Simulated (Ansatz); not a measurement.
# BiN (model cell, started as zinc blende): a soft mode frozen in, part 3 of 3

Wanted: the energy along a soft mode of BiN (model cell, started as zinc blende) and the structure at the end.

Ansatz 0.2.0; DFT PBEsol, scalar-relativistic, plane waves, PAW.

So far. Step 4 (The mode frozen in, largest atomic shift 0.22 Å): The run ends at a pressure of -0.02 GPa, with forces up to 0.38 eV/Å. Step 5 (Energy along the mode, all amplitudes (two of the runs …): The lowest of the steps tried is at 0.22 Å, 2.93 meV/atom below the parent; the bottom of the well need not coincide with a step.

The structure was built from a prototype and need not be the compound's stable phase.

## 7. The new phase in its own primitive cell

The relaxed structure is symmetrised, reduced to its primitive cell and relaxed tightly, as its phonons need.

input.yaml

```yaml
crystal:
  lattice:
    - [3.6238807882, 0.0, 0.0]
    - [0.0, 4.4080826445, 0.0]
    - [0.0, 0.0, 4.8565353411]
  atoms:
    - { symbol: Bi, position: [0.5, 0.0, 0.2218893557] }
    - { symbol: Bi, position: [0.0, 0.5, 0.7781106443] }
    - { symbol: "N", position: [0.5, 0.5, 0.0469516961] }
    - { symbol: "N", position: [0.0, 0.0, 0.9530483039] }
kpoints:
  mp_grid: { grid: [8, 8, 6] }
hamiltonian:
  xc: pbesol
scf:
  occupations: { method: methfessel_paxton, width: 0.2 }
output:
  forces: true
  stress: true
  eigenvalues: true
relax:
  adjacent_minimum: "off"
  f_tol: 0.001
  max_steps: 60
  cell: { stress_tol: 0.01 }
```

Started as:

```console
$ ansatz run input.yaml --threads 4 --pin off --max-ram 7168MiB --backend cpu --events-out ev --progress --plain --runs-dir out
```

Numbers of over 12 decimals in the logs are rounded to 6 here.

The log of the run:

```text
[...]
Crystal: 4 atoms, lattice volume = 77.580 Å³
Basis set: ecut = 420 eV, 1515 PW (Γ), exchange–correlation on 50×60×72 points (8 copies of the dense FFT grid, shifted against one another)
Bands: 24, of which v1, the nominal top of the filled ones, is band 20 counted from 1 (19 counted from 0)
Symmetry: 8 space group operations
[...]
k-points: 100 of 384
[...]
--- Relaxed structure (5 steps of the walk, 4 accepted, 1 SCFs on fresh bases) ---
[...]
cell:  # Å, volume = 77.5095 Å³
    - [3.621916, 0, 4.910864256898158e-19]
    - [0, 4.414845, 0]
    - [6.581283218981659e-19, 0, 4.847312]
  atoms:
    - { symbol: Bi, position: [0.5, 0, 0.221869] }
    - { symbol: Bi, position: [0, 0.500000, 0.778131] }
    - { symbol: N, position: [0.5, 0.500000, 0.047590] }
    - { symbol: N, position: [0, 0, 0.952410] }
[key lines of the parts left out:]
SCF converged after 5 iterations
Free energy (F): -25238.792589 eV
Fermi energy:    10.250990 eV
P = ⅓ Tr σ = -0.0032 GPa (-0.032 kbar)
```

Run time: 17 s. Hardware: 4 threads of Arm Neoverse V1, shared host; peak memory 0.49 GiB.

The steps of the relaxation:

```
step  energy less that of the first step (eV)  largest force component (eV/Å)  pressure (GPa)  volume (Å³)
   1                                   0.0000                          0.0117            0.00        77.58
   2                                   0.0002                          0.0318            0.02        77.67
   3                                   0.0000                          0.0003            0.00        77.59
   4                                  -0.0002                          0.0006           -0.01        77.52
   5                                  -0.0002                          0.0002            0.00        77.51
  6*                                  -0.0001                          0.0002            0.00        77.51
```

Relaxation steps marked * repeat the geometry before them on a plane-wave basis chosen anew for their cell, so energy and pressure can jump there. Relaxation step 2 was tried and not accepted.

Forces are held to the 8 operations that the run works with; a distortion that breaks them can't arise in this run.

```
conventional cell, symmetrised  before  after  change
                         a (Å)   3.624  3.622  -0.1 %
                         b (Å)   4.408  4.415  +0.2 %
                         c (Å)   4.857  4.847  -0.2 %
              volume (Å³/atom)   19.40  19.38  -0.1 %
```

The relaxed structure:

```xyz
4
Lattice="3.6219 0.0000 0.0000 0.0000 4.4148 0.0000 0.0000 0.0000 4.8473" Properties=species:S:1:pos:R:3 pbc="T T T"
Bi    1.8110    0.0000    1.0755
Bi    0.0000    2.2074    3.7718
N     1.8110    2.2074    0.2307
N     0.0000    0.0000    4.6166
```

This step gave:

| Quantity | Value |
| --- | --- |
| pressure | -0.003152 GPa |
| volume per atom | 19.38 Å³ |
| gap on the k-mesh | 0.1675 eV |
| direct gap on mesh | 0.3129 eV |

The largest force component left is 0.19 meV/Å and the pressure is -0.003 GPa, within the tolerances set. The cell now holds 19.38 Å³/atom.

## 8. Modes of the new phase, k-mesh 8×8×6

A relaxed structure may still be a saddle point, so its zone-centre modes are computed. No field response is asked.

input.yaml, the sections that differ from step 7:

```yaml
crystal:
  lattice:
    - [3.6219162471, 0.0, 0.0]
    - [0.0, 4.4148446937, 0.0]
    - [0.0, 0.0, 4.8473123305]
  atoms:
    - { symbol: Bi, position: [0.5, 0.0, 0.2218690706] }
    - { symbol: Bi, position: [0.0, 0.5, 0.7781309294] }
    - { symbol: "N", position: [0.5, 0.5, 0.0475899203] }
    - { symbol: "N", position: [0.0, 0.0, 0.9524100797] }
output:
  eigenvalues: true
phonons:
  method: dfpt
# kpoints, hamiltonian, scf: as in step 7
# relax: removed
```

The log of the run:

```text
zone centre: on kpoints.mp_grid the ground state, and the responses unless they are solved on pairs of k-points, stand on 100 of the mesh's 384 k-points, reduced under 4 symmetry operations, with k and −k counted as one. Each operation leaves every solved displacement unchanged or reverses it
[...]
Crystal: 4 atoms, lattice volume = 77.509 Å³
Basis set: ecut = 420 eV, 1511 PW (Γ), exchange–correlation on 60×60×72 points (8 copies of the dense FFT grid, shifted against one another)
Bands: 24, of which v1, the nominal top of the filled ones, is band 20 counted from 1 (19 counted from 0)
Symmetry: 8 space group operations
k-points: 100 of 384 (irreducible under 4 space group operations, time reversal used)
[...]
SCF iter   1: F=—  HF=-25238.819517 eV  |F-HF|=—  |Δ(HF+E_count)|=         —  Δρ=1.18e-2  dr2=1.45e-1  ethr=1.77e-3  ⟨swp⟩=5.3  Hψ=10522  notcnv=0
[...]
SCF iter   9: F=-25238.792589 eV  HF=-25238.792589 eV  |F-HF|=1.09e-11  |Δ(HF+E_count)|=  3.27e-11  S|Δr|=    0.00e0  Δρ=5.54e-8  dr2=2.40e-12  ethr=1.00e-12  ⟨swp⟩=6.0  Hψ=11683  notcnv=0
SCF 1 converged in 9 iterations: F = -25238.792589 eV  dr2 = 2.40e-12
[...]
DFPT response loops at Γ: preconditioner auto → Kerker (q_TF=auto, 2.443 Å⁻¹) (partly filled bands, converged f_vac=0.004); β = 1.00, the filter's whole step (`scf.mixing.beta` (0.50) is not read by the response loops under this deck's `scf.mixing.preconditioner`; to damp them name `kerker` or `kerker_dos`, under which they read `scf.mixing.beta`, and type it under 1.00, their step now; both keys bind the ground state too); Broyden in place of MSR1
SCF converged after 9 iterations
[...]
Free energy (F): -25238.792589 eV
[...]
Internal energy: -25238.798942 eV  (E = F + TS)
E sigma→0 (E₀):  -25238.794177 eV
Entropy (-TS):   0.006354 eV (1.588 meV/atom)
Fermi energy:    10.250990 eV
[...]
--- Band table (eV; the first three rows and the last of 100) ---
  k-point 0: bands = [... 16 lower, 8.5071, 8.9185, 9.1076, 9.7856, 12.5170, 13.1648, 14.4840, 14.7381]
  k-point 1: bands = [... 16 lower, 8.5105, 8.8311, 9.1132, 9.9373, 11.7145, 13.4079, 13.5408, 14.8799]
  k-point 2: bands = [... 16 lower, 8.6348, 8.7090, 9.1228, 10.2332, 10.5461, 12.6834, 13.5461, 14.0963]
  k-point 99: bands = [... 16 lower, 6.8156, 6.8156, 10.1441, 10.1441, 13.7267, 13.7267, 14.2392, 14.2392]
--- Phonons (Γ-DFPT): 6 representative perturbations + reference, on 100 of 384 k-points (Σ response iterations 18) ---
  k mesh reduced under 4 symmetry operations, with k and −k counted as one. Each operation leaves every solved displacement unchanged or reverses it
  ASR residual: 6.013e-5 → 0.000e0 eV/Å²; symmetrization residual: 6.775e-6 eV/Å²
  ASR residual per site (eV/Å²): 6.01e-5 6.01e-5 9.62e-6 9.62e-6
  Γ frequencies (cm⁻¹): 0.00 0.00 0.00 94.37 96.55 143.00 225.76 390.43 459.35 478.74 483.56 487.00
  non-analytic LO–TO correction: not included (Born effective charges unavailable; polar crystals: no LO–TO splitting at Γ)
```

It took 35 s on 4 threads; peak memory 0.97 GiB.

This step gave:

* sum-rule residual before enforcement: 6.01e-5 eV/Å²
* point group: mmm
* highest optical mode at the zone centre (no LO-TO term): 487 cm⁻¹
* lowest optical zone-centre mode: 94.37 cm⁻¹

Patterns of degenerate modes are one choice out of their space. Modes at Γ, with each element's share of the kinetic energy:

```
mode  frequency (cm⁻¹)  symmetry  Bi %  N %
   1               0.0  acoustic    94    6
   2               0.0  acoustic    94    6
   3               0.0  acoustic    94    6
   4              94.4       B3g   100    0
   5              96.5       B2g    98    2
   6             143.0        Ag    99    1
   7             225.8       B2u     6   94
   8             390.4       B3u     6   94
   9             459.4        Ag     1   99
  10             478.7       B2g     2   98
  11             483.6       B1u     6   94
  12             487.0       B3g     0  100
```

Displacements in mode 4 (94.4 cm⁻¹), the largest set to 1:
```
Bi1  0.00  1.00  0.00
Bi2  0.00 -1.00  0.00
N3   0.00  0.14  0.00
N4   0.00 -0.14  0.00
```

Displacements in mode 7 (225.8 cm⁻¹), the largest set to 1:
```
Bi1  0.00 -0.07  0.00
Bi2  0.00 -0.07  0.00
N3   0.00  1.00  0.00
N4   0.00  1.00  0.00
```

Before it was imposed, the acoustic sum rule was missed by 6.0e-5 eV/Å². Small misses are needed for a sound result but don't prove that mesh and cutoff are converged. The lowest optical mode is real, 94.4 cm⁻¹.

## 9. Results

| Item | Value |
| --- | --- |
| unstable mode of the parent | q = (0, -0.5, -0.5), 107i cm⁻¹ |
| depth at the lowest point sampled | 2.93 meV/atom |
| largest atomic shift at that point | 0.22 Å |
| space group reached (within 0.01 Å) | Pmmn |
| energy gained over the parent (first relaxation, on the mesh of the frozen mode) | 257 meV/atom |
| volume per atom, phase reached | 19.4 Å³ |
| gap on the k-mesh, phase reached | 0.168 eV |
| lowest optical zone-centre mode, phase reached | 94.4 cm⁻¹ |
| highest optical mode at the zone centre (no LO-TO term), phase reached | 487 cm⁻¹ |

**Reading.** Along this mode the structure falls into Pmmn, 257 meV/atom below the parent. At the parent's cell the well is 2.928 meV/atom deep on the steps tried, with its lowest point at a shift of 0.22 Å. Relaxing atoms and cell changes the gain by +253.70 meV/atom against the lowest step (energies at zero smearing). Most of the total comes from this relaxation. The new phase has no imaginary mode at the zone centre of its cell; other wavevectors were not checked. Of the 4 patterns followed to their end from this parent, this one reaches the lowest energy. Each path keeps the symmetry of its pattern, so a lower phase may lie along a pattern not tried. With no gap, or one that is small against the smearing, the frequencies hang on the k mesh and the smearing, most of all near Kohn anomalies. Spin-orbit coupling is left out, which can matter for the heavy elements here. A phonon run warned that its eigensolver left some bands unconverged in a pass. The starting cell was built on a prototype and not taken from a measurement, so the phase need not exist.

[Logs are printed without paths, hosts, clocks, repeated set-up lines and the standing remarks that a program may print on its own settings, such as how far it seeks lower states.]

[Hosts, paths, dates, database ids (printed as entryN), source tags and the programs' standing remarks are cut or masked in the printed files.]
